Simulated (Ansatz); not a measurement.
# ZrB (Fm-3m): Grüneisen parameters, part 2 of 2

Does ZrB (Fm-3m) expand much on heating, by its phonons?

Ansatz 0.2.0; DFT PBEsol, scalar-relativistic, plane waves, PAW; PAW set soft_1.

So far, highest frequency on path, mesh or solved points (cm⁻¹): step 2 (response at finite wavevector) 537; step 4 (phonons at the other volume, volume ratio 0.97) 559.

## Step 6: Phonons at the other volume, volume ratio 1.03

The phonons are repeated at this volume on the same meshes, so that differences come from the volume alone.

Input file input.yaml:

```yaml
crystal:
  lattice:
    - [0.0, 2.4553789095, 2.4553789095]
    - [2.4553789095, 0.0, 2.4553789095]
    - [2.4553789095, 2.4553789095, 0.0]
  atoms:
    - { symbol: Zr, position: [0.0, 0.0, 0.0] }
    - { symbol: B, position: [0.5, 0.5, 0.5] }
kpoints:
  mp_grid: { grid: [16, 16, 16] }
hamiltonian:
  xc: pbesol
  pseudopotentials: { kind: paw, azcp: { folder: soft_1 }, xc_functional: pbe }
scf:
  occupations: { method: methfessel_paxton, width: 0.2 }
output:
  eigenvalues: true
phonons:
  method: dfpt
  qmesh: [4, 4, 4]
  temperatures: { t_max: 1000, t_step: 50 }
  qpath:
    path:
      - [[0.0, 0.0, 0.0], [0.5, 0.0, 0.5], [0.625, 0.25, 0.625]]
      - [[0.375, 0.375, 0.75], [0.0, 0.0, 0.0], [0.5, 0.5, 0.5], [0.5, 0.25, 0.75], [0.5, 0.0, 0.5]]
    npoints: 10
```

Started as:

```bash
$ ansatz run input.yaml --threads 4 --pin off --max-ram 10240MiB --backend cpu --events-out ev --progress --plain --runs-dir out
```

Output:

```text
[...]
Crystal: 2 atoms, lattice volume = 29.606 Å³
Basis set: ecut = 420 eV, 561 PW (Γ), exchange–correlation on 48×48×48 points (8 copies of the dense FFT grid, shifted against one another)
Bands: 12, of which v1, the nominal top of the filled ones, is band 8 counted from 1 (7 counted from 0)
Symmetry: 48 space group operations
k-points: 145 of 4096
[...]
k-point 144: bands = [... 4 lower, 6.6731, 10.8940, 10.8940, 11.0838, 16.3948, 16.3948, 17.6703, 18.7411]
[...]
ASR residual: 1.236e-5 → 0.000e0 eV/Å²; symmetrization residual: 5.506e-7 eV/Å²
  ASR residual per site (eV/Å²): 9.19e-7 1.24e-5
  Γ frequencies (cm⁻¹): 0.00 0.00 0.00 422.93 422.93 422.93
--- Phonons (arbitrary-q DFPT): 8 irreducible q on the 4×4×4 mesh ---
[...]
interpolated dispersion: 62 rows × 6 modes
[...]
[key lines of the parts left out:]
SCF converged after 8 iterations
Free energy (F): -4282.117241 eV
Fermi energy:    11.966309 eV
```

Wall time 3.1 min (4 threads of Arm Neoverse V2, shared host); peak memory 3.2 GiB; 12 min of CPU time.

Read from the output:

```yaml
sum_rule_residual_before_enforcement: 1.24e-5 eV/Å²
highest_frequency_on_path_mesh_or_solved_points: 515.7 cm⁻¹
mean_frequency: 305.4 cm⁻¹
debye_temperature_second_moment: 624 K
logarithmic_mean_frequency: 269.1 cm⁻¹
highest_optical_mode_at_the_zone_centre_no_lo_to_term: 422.9 cm⁻¹
lowest_optical_zone_centre_mode: 422.9 cm⁻¹
lowest_mode_on_the_q_mesh_acoustic_modes_at_gamma_apart: 98.29 cm⁻¹
zero_point_energy_per_atom: 56.8 meV
heat_capacity_at_300_k: 20.48 J/(mol atoms K)
vibrational_entropy_at_300_k: 21.03 J/(mol atoms K)
edges_of_the_widest_gap_between_branches_on_path_and_mesh: 211.2, 393.1 cm⁻¹
```

Frequencies (cm⁻¹) solved at each irreducible wavevector; negative means imaginary. Frequencies by wavevector, by row:

```tsv
q in reciprocal lattice units	star	mode 1	mode 2	mode 3	mode 4	mode 5	mode 6
0 0 0	1	0	0	0	422.9	422.9	422.9
0 0 0.25	8	125.6	125.6	165.5	431.8	431.8	459.3
0 0 -0.5	4	186.6	190.1	190.1	407.4	407.4	453.9
0 0.25 0.25	6	98.3	98.3	190.1	438	449.1	449.1
0 0.25 -0.5	24	166.9	177.3	202.9	424.8	436.1	487.3
0 0.25 -0.25	12	146.6	185.4	189.1	393.7	442.6	461
0 -0.5 -0.5	3	155.5	155.5	211.2	422.8	422.8	515.6
0.25 -0.5 -0.25	6	184.9	184.9	186.6	398.7	466.9	466.9
```

The highest optical mode at the zone centre (no LO-TO term) is 422.9 cm⁻¹, -19.9 cm⁻¹ against the base run.

## Step 7: Grüneisen parameters

The Grüneisen parameter of a mode is minus the logarithmic change of its frequency with volume, −d ln ω / d ln V; weighted by heat capacity it gives the expansion.

Numbers from this step:

* bulk modulus: 170 GPa

Phonon branches along the path, in cm⁻¹:

```tsv
point	branch 1	branch 2	branch 3	branch 4	branch 5	branch 6
Γ	0	0	0	443	443	443
halfway	99	99	200	454	470	470
X	156	156	218	442	442	537
halfway	161	170	216	441	449	532
U	175	189	206	432	460	516
jump to K	175	189	206	432	460	516
halfway	110	171	191	425	458	480
Γ	0	0	0	443	443	443
halfway	131	131	173	451	451	476
L	199	200	200	424	424	467
halfway	184	194	203	422	458	493
W	188	188	197	413	488	488
halfway	167	178	212	432	459	524
X	156	156	218	442	442	537
```

The same for volume x 0.97:

```tsv
point	branch 1	branch 2	branch 3	branch 4	branch 5	branch 6
Γ	0	0	0	463	463	463
X	157	157	224	463	463	559
U	179	195	211	452	479	537
K	179	195	211	452	479	537
Γ	0	0	0	463	463	463
L	210	210	211	442	442	480
W	191	191	207	428	509	509
X	157	157	224	463	463	559
```

The same for volume x 1.03:

```tsv
point	branch 1	branch 2	branch 3	branch 4	branch 5	branch 6
Γ	0	0	0	423	423	423
X	156	156	211	423	423	516
U	171	183	201	413	442	495
K	171	183	201	413	442	495
Γ	0	0	0	423	423	423
L	187	190	190	407	407	454
W	185	185	187	399	467	467
X	156	156	211	423	423	516
```

The first set of phonon branches as a text plot (rows in cm⁻¹):

```
    547 |            **                                         *
    524 |         ***  ****                                  ***
    501 |        *         **                         ***  **
    477 |    ****            *******       *********** ******
    454 |****  * **** ************************       **      ****
    431 | *****      *******    ****          **********    *****
    408 |                   ****                        ****
    384 |
    361 |
    338 |
    314 |
    291 |
    268 |
    245 |
    221 |        ********                                     ***
    198 |      **        ********            *****************
    175 |    **        **** *   **          * *       ***  ****
    151 |   *     ******     **  ***       * *                 **
    128 |       **             *          * *
    105 |  *   *                * ***      *
     82 |    **                  *  *    **
     58 | * *                     ** *   *
     35 |  *                        **  *
     12 |**                          ***
         Γ           X  U|K            Γ         L        W     X
```

Mode Grueneisen parameter -dln(w)/dln(V), modes matched by rank; at Γ the acoustic branches take the value of a neighbouring point of the path. The mode Grüneisen parameters at the labelled points ():

```tsv
point	branch 1	branch 2	branch 3	branch 4	branch 5	branch 6
Γ	0.24	0.24	1.56	1.52	1.52	1.52
halfway	0.14	0.14	1.72	1.21	1.47	1.47
X	0.12	0.12	0.96	1.51	1.51	1.34
halfway	0.28	0.50	0.91	1.51	1.46	1.35
U	0.71	1.05	0.81	1.49	1.33	1.38
jump to K	0.71	1.05	0.81	1.49	1.33	1.38
halfway	0.30	1.65	1.79	1.40	1.11	1.46
Γ	0.22	1.57	1.33	1.52	1.52	1.52
halfway	1.44	1.44	1.46	1.44	1.44	1.20
L	1.94	1.63	1.77	1.35	1.35	0.92
halfway	0.92	1.19	1.61	1.33	1.43	1.21
W	0.58	0.58	1.71	1.19	1.44	1.44
halfway	0.25	0.94	0.87	1.39	1.51	1.36
X	0.12	0.12	0.96	1.51	1.51	1.34
```

The mode Grüneisen parameters as a text plot (rows in , shown from 0.1 to 1.9 only):

```
   1.84 |                    ***                   **
   1.77 |   ***                 *             *  **
   1.70 |      *                                  *  *    *
   1.62 |  *                *  *****         * *** *  *  *
   1.55 |**                  **     *****     *        **
   1.48 | ****************** *********  ******     *     * ******
   1.40 |  *            ******* **  *     ******   ************
   1.33 |   *     ********* *  *  ** *** ***    *********  * ****
   1.26 |    ** **         *            ****           **   *
   1.18 |      *                 *      *   *         *  *** *
   1.11 |         **       **   *            *       *
   1.04 |                 ** ***              *     *  *
   0.96 |           ***  * *                   ** **    *  *   **
   0.89 |              **                        *    *       *
   0.82 |                **                                  *
   0.74 |               * *                            *    *
   0.67 |                                               **    *
   0.60 |                *  *                            **
   0.52 |              *     **                            *
   0.45 |               *
   0.38 |                      *                            *
   0.30 |              *        *                            * *
   0.23 |**      *               *******                      *
   0.16 |  **  ** *****                                        **
         Γ           X  U|K            Γ         L        W     X
```

(dS/dlnV)/C_V. Thermodynamic Grueneisen parameter against temperature:

```tsv
temperature (K)	thermodynamic Grueneisen parameter
50	0.961
100	1.10
150	1.15
200	1.18
250	1.20
300	1.21
350	1.22
400	1.22
450	1.22
500	1.22
550	1.22
600	1.23
650	1.23
700	1.23
750	1.23
800	1.23
850	1.23
900	1.23
950	1.23
1000	1.23
```

Gamma C_V/(B V) at the static volume. The volume expansion by temperature:

```tsv
temperature (K)	volume expansion (1e-6/K)
50	1.59
100	6.18
150	10.1
200	13.1
250	15.2
300	16.6
350	17.6
400	18.2
450	18.7
500	19.1
550	19.4
600	19.6
650	19.8
700	19.9
750	20.1
800	20.2
850	20.2
900	20.3
950	20.4
1000	20.4
```

## Step 8: Outcome

| Property | Result |
| --- | --- |
| bulk modulus | 170 GPa |
| thermodynamic Grüneisen parameter at 300 K | 1.209 |
| volume expansion at 300 K, estimated | 16.58 × 10⁻⁶ K⁻¹ |

By this estimate the volume grows by 16.6 × 10⁻⁶ per kelvin at 300 K. The highest optical mode at Γ goes from 463 to 423 cm⁻¹ as the cell grows, a Grüneisen parameter of 1.52. Mode parameters on the path run from 0.09 to 2.0, with a median of 1.4. Branches are matched by rank, so values near crossings are rough. The expansion is the Grüneisen estimate at the static volume, with the static bulk modulus. With no gap, or one that is small against the smearing, the frequencies hang on the k mesh and the smearing, most of all near Kohn anomalies. The phonon runs are without spin polarisation, although the cell has an odd electron count. The PAW files were made for PBE and serve the other functionals too.

[Long decimals in the printed logs are rounded to 6 places.]

[Logs are printed without paths, hosts, clocks, repeated set-up lines and the standing remarks that a program may print on its own settings, such as how far it seeks lower states.]

[Hosts, paths, dates, database ids (printed as entryN), source tags and the programs' standing remarks are cut or masked in the printed files.]

[Where the starting crystal was built by hand or by swapping elements, it need not be the compound's stable phase.]
